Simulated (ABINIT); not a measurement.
## A GW chain in ABINIT: InP (F-43m)

How does a plane-wave GW calculation on InP (F-43m) run from the first input to the gap?

Method: PBE and many-body steps on it, plane waves, in ABINIT 10.8.3.

The database entry behind the starting cell differs from other determinations of this structure, so it need not match the best structure at room temperature.

### 1. Set-up

The structure is cubic, space group F-43m (No. 216). The conventional cell has a = 5.861 Å, b = 5.861 Å, c = 5.861 Å, α = 90.00°, β = 90.00°, γ = 90.00°. In has 4 P at 2.54 Å nearest. Nearest to P lie 4 In at 2.54 Å. Farther neighbours, and contacts between anions beyond the nearest, are not listed.

The cell and positions come from the Crystallography Open Database and are kept as given unless a step says otherwise.

### 2. Ground state

This step: ABINIT 10.8.3; DFT, PBE, plane waves, norm-conserving pseudopotentials.

The ground-state density comes first.

The input, run.abi:

```
acell 3*1.0 Angstrom
rprim 
  -0.000000000000 2.930500000000 2.930500000000
  2.930500000000 -0.000000000000 2.930500000000
  2.930500000000 2.930500000000 -0.000000000000
ntypat 2
znucl 49 15
natom 2
typat 1 2
xred 
  0.000000000000 0.000000000000 0.000000000000
  0.250000000000 0.250000000000 0.250000000000
pp_dirpath "pseudos"
pseudos "In.upf, P.upf"
ecut 31
ngkpt 6 6 6
nshiftk 1
shiftk 0 0 0
kptopt 1
chksymbreak 0
nband 14
occopt 1
tolvrs 1e-10
nstep 60
prtwf 0
optforces 0
optstress 0
indata_prefix "in"
outdata_prefix "out"
tmpdata_prefix "tmp"
```

The run is started by

```console
$ OMP_NUM_THREADS=1 mpirun -n 4 abinit run.abi > log
```

Log:

```text
.Version 10.8.3 of ABINIT. v10.8.2 released Aug 2026.

 Symmetries : space group F-4 3 m (#216); Bravais cF (face-center cubic)
================================================================================
 Values of the parameters that define the memory need of the present run
     intxc =       0    ionmov =       0      iscf =       7    lmnmax =       6
     lnmax =       6     mgfft =      40  mpssoang =       3    mqgrid =    3001
     natom =       2  nloc_mem =       1    nspden =       1   nspinor =       1
    nsppol =       1      nsym =      24    n1xccc =    2501    ntypat =       2
    occopt =       1   xclevel =       2
-    mband =          14        mffmem =           1         mkmem =           4
       mpw =        2822          nfft =       64000          nkpt =          16
================================================================================
  Rough estimation (10% accuracy) of disk space for files :
================================================================================

--------------------------------------------------------------------------------
------------- Echo of variables that govern the present computation ------------
--------------------------------------------------------------------------------
 -outvars: echo values of preprocessed input variables --------
            acell      1.8897261259E+00  1.8897261259E+00  1.8897261259E+00 Bohr

      chksymbreak           0
             ecut      3.10000000E+01 Hartree
-          fftalg         312

              ixc     -101130
              kpt      0.00000000E+00  0.00000000E+00  0.00000000E+00
                       1.66666667E-01  0.00000000E+00  0.00000000E+00
                       3.33333333E-01  0.00000000E+00  0.00000000E+00
                       5.00000000E-01  0.00000000E+00  0.00000000E+00
                       1.66666667E-01  1.66666667E-01  0.00000000E+00
                       3.33333333E-01  1.66666667E-01  0.00000000E+00
                       5.00000000E-01  1.66666667E-01  0.00000000E+00
                      -3.33333333E-01  1.66666667E-01  0.00000000E+00
                      -1.66666667E-01  1.66666667E-01  0.00000000E+00
   [... 5 further rows ...]
                      -3.33333333E-01  3.33333333E-01  1.66666667E-01
                      -3.33333333E-01  5.00000000E-01  1.66666667E-01
         kptrlatt        6    0    0      0    6    0      0    0    6
          kptrlen      4.69901511E+01
P           mkmem           4
            natom           2
            nband          14
            ngfft          40      40      40
             nkpt          16
            nstep          60
             nsym          24
           ntypat           2
              occ      2.000000  2.000000  2.000000  2.000000  2.000000  2.000000
                       2.000000  2.000000  2.000000  0.000000  0.000000  0.000000
                       0.000000  0.000000
        optforces           0
        optstress           0
            prtwf           0
            rprim     -0.0000000000E+00  2.9305000000E+00  2.9305000000E+00
[...]
spgroup         216

           tolvrs      1.00000000E-10

             xred      0.0000000000E+00  0.0000000000E+00  0.0000000000E+00
[...]
znucl       49.00000   15.00000

================================================================================

 chkinp: Checking input parameters for consistency.

================================================================================
== DATASET  1 ==================================================================
-   mpi_nproc: 4, omp_nthreads: 1 (-1 if OMP is not activated)

--- !DatasetInfo
iteration_state: {dtset: 1, }
dimensions: {natom: 2, nkpt: 16, mband: 14, nsppol: 1, nspinor: 1, nspden: 1, mpw: 2822, }
cutoff_energies: {ecut:  31.0, pawecutdg:  -1.0, }
electrons: {nelect:   1.80000000E+01, charge:   0.00000000E+00, occopt:   1.00000000E+00, tsmear:   1.00000000E-02, }

 Real(R)+Recip(G) space primitive vectors, cartesian coordinates (Bohr,Bohr^-1):
 R(1)=  0.0000000  5.5378424  5.5378424  G(1)= -0.0902879  0.0902879  0.0902879
 R(2)=  5.5378424  0.0000000  5.5378424  G(2)=  0.0902879 -0.0902879  0.0902879
 R(3)=  5.5378424  5.5378424  0.0000000  G(3)=  0.0902879  0.0902879 -0.0902879
 Unit cell volume ucvol=  3.3966576E+02 bohr^3
 Angles (23,13,12)=  6.00000000E+01  6.00000000E+01  6.00000000E+01 degrees

 getcut: wavevector=  0.0000  0.0000  0.0000  ngfft=  40  40  40
         ecut(hartree)=     31.000   => boxcut(ratio)=   2.03779

--- Pseudopotential description ------------------------------------------------
- In Generated using ONCVPSP code by D. R. Hamann
- 49.00000  13.00000  171031                  znucl, zion, pspdat
12 -101130 2 -1 1964                          pspcod,pspxc,lmax,lloc,mmax
     nproj     2     2     2
  pspatm : epsatm=   25.32675051
         --- l  ekb(1:nproj) -->
[...]
pspatm: atomic psp has been read  and splines computed

- P Generated using ONCVPSP code by D. R. Hamann
- 15.00000   5.00000  171031                  znucl, zion, pspdat
12 -101130 2 -1 1298                          pspcod,pspxc,lmax,lloc,mmax
     nproj     2     2     2
  pspatm : epsatm=    8.05910421
         --- l  ekb(1:nproj) -->
[...]
2   -3.154982   -0.827415
 pspatm: atomic psp has been read  and splines computed

   6.00945385E+02                                ecore*ucvol(ha*bohr**3)
--------------------------------------------------------------------------------

_setup2: Arith. and geom. avg. npw (full set) are    2798.199    2798.174

================================================================================

--- !BeginCycle
iteration_state: {dtset: 1, }
solver: {iscf: 7, nstep: 60, nline: 4, wfoptalg: 0, }
tolerances: {tolvrs: 1.00E-10, }

     iter   Etot(hartree)      deltaE(h)  residm     vres2
 ETOT  1  -72.812343    -7.281E+01 5.223E-01 1.830E+02
 ETOT  2  -73.384043    -5.717E-01 5.300E-02 5.271E+01
 ETOT  3  -73.392754    -8.710E-03 4.744E-03 1.639E+00
 ETOT  4  -73.392906    -1.520E-04 1.546E-03 2.012E-01
 ETOT  5  -73.392919    -1.290E-05 3.180E-04 1.624E-02
 ETOT  6  -73.392921    -2.430E-06 2.199E-04 2.341E-03
 ETOT  7  -73.392921    -3.479E-07 1.342E-04 1.854E-05
 ETOT  8  -73.392921    -3.945E-09 1.690E-04 2.478E-07
 ETOT  9  -73.392921    -7.778E-11 1.097E-04 1.132E-07
 ETOT 10  -73.392921    -1.586E-11 1.218E-04 2.161E-09
 ETOT 11  -73.392921     1.350E-12 7.590E-05 9.080E-11

 At SCF step   11       vres2   =  9.08E-11 < tolvrs=  1.00E-10 =>converged.

--- !ResultsGS
iteration_state: {dtset: 1, }
comment   : Summary of ground state results
lattice_vectors:
- [ -0.0000000,   5.5378424,   5.5378424, ]
- [  5.5378424,  -0.0000000,   5.5378424, ]
- [  5.5378424,   5.5378424,  -0.0000000, ]
lattice_lengths: [   7.83169,    7.83169,    7.83169, ]
lattice_angles: [ 60.000,  60.000,  60.000, ] # degrees, (23, 13, 12)
lattice_volume:   3.3966576E+02
convergence: {deltae:  1.350E-12, res2:  9.080E-11, residm:  7.590E-05, diffor:  0.000E+00, }
etotal    :  -7.33929214E+01
entropy   :   0.00000000E+00
fermie    :   1.64403255E-01
cartesian_stress_tensor: null
pressure_GPa: null
xred      :
- [  0.0000E+00,   0.0000E+00,   0.0000E+00, In]
- [  2.5000E-01,   2.5000E-01,   2.5000E-01,  P]
cartesian_forces: null
force_length_stats: {min: null, max: null, mean: null, }

 Integrated electronic density in atomic spheres:
 ------------------------------------------------
 Atom  Sphere_radius  Integrated_density
    1        2.00000          9.92062456
    2        2.00000          2.78261815
================================================================================

 ----iterations are completed or convergence reached----

 Mean square residual over all n,k,spin=   34.505E-08; max=  75.905E-06
 reduced coordinates (array xred) for    2 atoms
       0.000000      0.000000      0.000000
       0.250000      0.250000      0.250000
 rms dE/dt=  0.0000E+00; max dE/dt=  0.0000E+00; dE/dt below (all hartree)
    1       0.000000      0.000000      0.000000
    2       0.000000      0.000000      0.000000

 cartesian coordinates (angstrom) at end:
    1      0.000000     0.000000     0.000000
    2      1.465250     1.465250     1.465250
 length scales=  1.889726  1.889726  1.889726 bohr
              =  1.000000  1.000000  1.000000 angstroms
 prteigrs : about to open file out_EIG
 Fermi (or HOMO) energy (hartree) =   0.16440   Average Vxc (hartree)=  -0.34602
 Eigenvalues (hartree) for nkpt=  16  k points:
 kpt#   1, nband= 14, wtk=  0.00463, kpt=  0.0000  0.0000  0.0000 (reduced coord)
  -0.35918   -0.35918   -0.35918   -0.35371   -0.35371   -0.25890    0.16440    0.16440
   0.16440    0.19047    0.31464    0.31464    0.31464    0.47994
 prteigrs : prtvol=0 or 1, do not print more k-points.

--- !EnergyTerms
iteration_state     : {dtset: 1, }
comment             : Components of total free energy in Hartree
kinetic             :  4.442083E+01
hartree             :  1.841375E+01
xc                  : -2.211614E+01
Ewald energy        : -4.486020E+01
psp_core            :  1.769226E+00
local_psp           : -5.720450E+01
non_local_psp       : -1.381588E+01
total_energy        : -7.339292E+01
total_energy_eV     : -1.997123E+03
band_energy         : -3.606217E+00

== END DATASET(S) ==============================================================
================================================================================

 -outvars: echo values of variables after computation  --------
           etotal     -7.3392921393E+01
            nband          14
             nkpt          16
          spgroup         216
 [... the other variables as echoed above ...]

 Calculation completed.
```

The job ended after 6.9 s (4 MPI ranks of Arm Neoverse V2, shared host; peak memory 0.29 GiB; 27 s of CPU time).

Numbers from this step:

* total energy: -1997.1231 eV
* gap: 0.7094 eV
* k of the valence top: 0, 0, 0
* k of the conduction bottom: 0, 0, 0
* least direct gap: 0.7094 eV

The gap is direct, at Γ.

(Continued in part 2 of 3.)

[Long decimals in the printed logs are rounded to 6 places.]

[Logs are printed without paths, hosts, clocks, repeated set-up lines and the standing remarks that a program may print on its own settings, such as how far it seeks lower states.]

[Paths, hosts, dates, memory and timing lines, banners, echoed tables and standing remarks are left out of the program output; an Ansatz launch command may be rebuilt from the run's recorded settings. Measured values are a selection of at most five: reports struck by readers or far from the other reports are left out. None is set beside runs whose start may be inverted or whose files or cutoffs have a known fault.]

[Runs of the session that timed out or met a known fault of the program may be left out.]

[Hosts, paths, dates, database ids (printed as entryN), source tags and the programs' standing remarks are cut or masked in the printed files.]

[G0W0 gaps are taken among the corrected bands and points alone; a level outside them can change the order at an edge.]

[Where Ansatz stands beside ABINIT at settings called matched, ABINIT's density can come from a denser mesh and the files from another edition; pairs whose starting gaps differed by over 0.03 eV were left out, so agreement reads better than it is.]
